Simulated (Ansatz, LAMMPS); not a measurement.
# Amorphous 86HfO2-14SiO2 (mol %) (84 atoms): relaxation and levels of theory

Which bonds does the relaxation leave, and how do the Kohn-Sham gap, forces and pressure change with k-mesh and functional?

Calculated with Ansatz 0.2.0: Kohn-Sham DFT, PBE, PAW (set soft_2), plane waves; cutoff 420 eV, Γ point, fermi-dirac smearing of 0.025 eV.

**The cell**

Density at the start: 7.52 g/cm³. The cell holds 84 atoms: 24 Hf, 4 Si and 56 O. Cell: a = 10.532 Å, b = 10.532 Å, c = 10.532 Å, α = 90.0°, β = 90.0°, γ = 90.0°. 84 atoms (24 Zr, 4 Si, 56 O) placed at random at 4.54 g/cm³, melted at 5000 K for 10 ps at fixed volume with the Morse and Coulomb pair potential with partial charges (Pedone, Malavasi, Menziani, Cormack and Segre, J. Phys. Chem. B 110, 11780 (2006)). Quenched from 5000 K to 300 K at 50 K/ps and fixed volume, held 5 ps, then minimised at fixed cell. Then Zr was replaced by Hf (the potential has no terms for the new elements, so the cell is a start for a DFT relaxation).

Cell and atoms were relaxed with PBE. The walk converged after 16 steps by the program's count, with a largest force component of 0.00754 eV/Å; it began at an r.m.s. force component of 0.68 eV/Å. The edges went from 10.532, 10.532, 10.532 to 10.319, 10.351, 10.133 Å, and the volume from 13.908 to 12.854 Å³ an atom (-7.6 %).

The input of the reference single point:

```yaml
crystal:
  lattice:
    - [10.31335, -0.32652, 0.08772]
    - [-0.32652, 10.34555, -0.10219]
    - [0.08772, -0.10219, 10.13172]
  atoms:
    - { symbol: Hf, position: [0.74982, 0.23717, 0.5728] }
    - { symbol: Hf, position: [0.97126, 0.9915, 0.39855] }
    - { symbol: Hf, position: [0.93054, 0.87452, 0.08826] }
    - { symbol: Hf, position: [0.58778, 0.91108, 0.05474] }
    [... 78 atom lines left out ...]
    - { symbol: O, position: [0.70436, 0.67316, 0.59884] }
    - { symbol: O, position: [0.90596, 0.03712, 0.21535] }
kpoints:
  mp_grid: { grid: [1, 1, 1] }
hamiltonian:
  xc: pbe
scf:
  occupations: { method: fermi_dirac, width: 0.025 }
output:
  forces: true
  stress: true
  populations: true
  dos:
    method: { smearing: { sigma: 0.08 } }
    de: 0.05
    projected: { site_lists: { Hf: [Hf], O: [O], Si: [Si] } }
  eigenvalues: true
  write_density: true
  write_potential: true
  volumetric_format: npy
```

**Bonds after relaxation**

Bonds by pair of elements; cutoffs follow the first minimum of g(r), held within bounds set by covalent radii, and pairs that aren't listed don't count as bonded:

```tsv
pair A-B	cutoff (Å)	bonds	mean length (Å)	spread (Å)	shortest (Å)	B about A	A about B
O-Hf	2.82	150	2.14	0.117	1.93	2.68	6.25
O-Si	2.08	16	1.65	0.029	1.59	0.286	4
```

How many atoms have how many bonded neighbours:

```tsv
element	mean	2	3	4	5	6	7	8
Hf	6.25	0	0	0	2	15	6	1
O	2.96	8	42	6	0	0	0	0
Si	4	0	0	4	0	0	0	0
```

**Levels of theory**

Single points at the relaxed geometry:

| functional | k-mesh | Kohn-Sham gap (eV) | pressure (GPa) | r.m.s. force component (eV/Å) | SCF cycles | time |
| --- | --- | --- | --- | --- | --- | --- |
| PBE | 1×1×1 | 4.006 | -0.02 | 0.002 | 11 | 21 s |
| PBE | 2×2×2 | 3.958 | -0.02 | 0.022 | 10 | 2.8 min |
| HSE06 | 1×1×1 | 5.611 | -4.96 | 0.138 | 22 | 5.9 min |
| r2SCAN | 1×1×1 | 4.480 | -5.07 | 0.098 | 11 | 40 s |
| PBEsol | 1×1×1 | 3.922 | -5.81 | 0.077 | 12 | 19 s |

The gap is that between the highest filled and lowest empty Kohn-Sham level on the run's k-points. Cutoffs: 420 eV for PBE, HSE06 and PBEsol; 500 eV for r2SCAN. Times come from shared hosts and are rough.

**Findings**

By these cutoffs 62 % of Hf atoms have 6, 75 % of O atoms have 3 and 100 % of Si atoms have 4 neighbours. The Kohn-Sham gap is 4.01 eV with PBE on the 1×1×1 mesh and 3.96 eV on 2×2×2. On the 1×1×1 mesh HSE06 changes the gap by +1.60 eV against PBE. Carrying that shift over to the 2×2×2 mesh gives 3.96 + 1.60 = 5.56 eV, an estimate that takes the shift to be alike at all k-points. On the reference's mesh the gap changes with r2SCAN by +0.47 eV and PBEsol by -0.08 eV. Against the reference the pressure changes with HSE06 by -4.9 GPa, r2SCAN by -5.0 GPa and PBEsol by -5.8 GPa; a negative change means a smaller volume than PBE would take. The denser mesh moves the energy by -2.6 meV/atom and the pressure by +0.00 GPa.

Limits: All single points share the geometry relaxed with PBE. The volume changed by -7.6 % on relaxing; in so small a cell, on this mesh and at this cutoff, the relaxed density is rough. One sample; tail or defect levels can set the gap of a disordered cell. The quench rate of 50 K/ps is many orders above laboratory rates, so the cell is likely richer in defects and strain than a real sample. The network of bonds at the start is that of the classical potential that made the cell, and needn't be the one that DFT or experiment would give. Spin–orbit coupling is left out, which matters for the levels of the heavy elements. In some runs the program notes that it cut back its work space to fit the memory limit, the exchange threshold is loose for the stress and the SCF threshold is loose for the stress.

[Logs are printed without paths, hosts, clocks, repeated set-up lines and the standing remarks that a program may print on its own settings, such as how far it seeks lower states.]

[Hosts, paths, dates, database ids (printed as entryN), source tags and the programs' standing remarks are cut or masked in the printed files.]
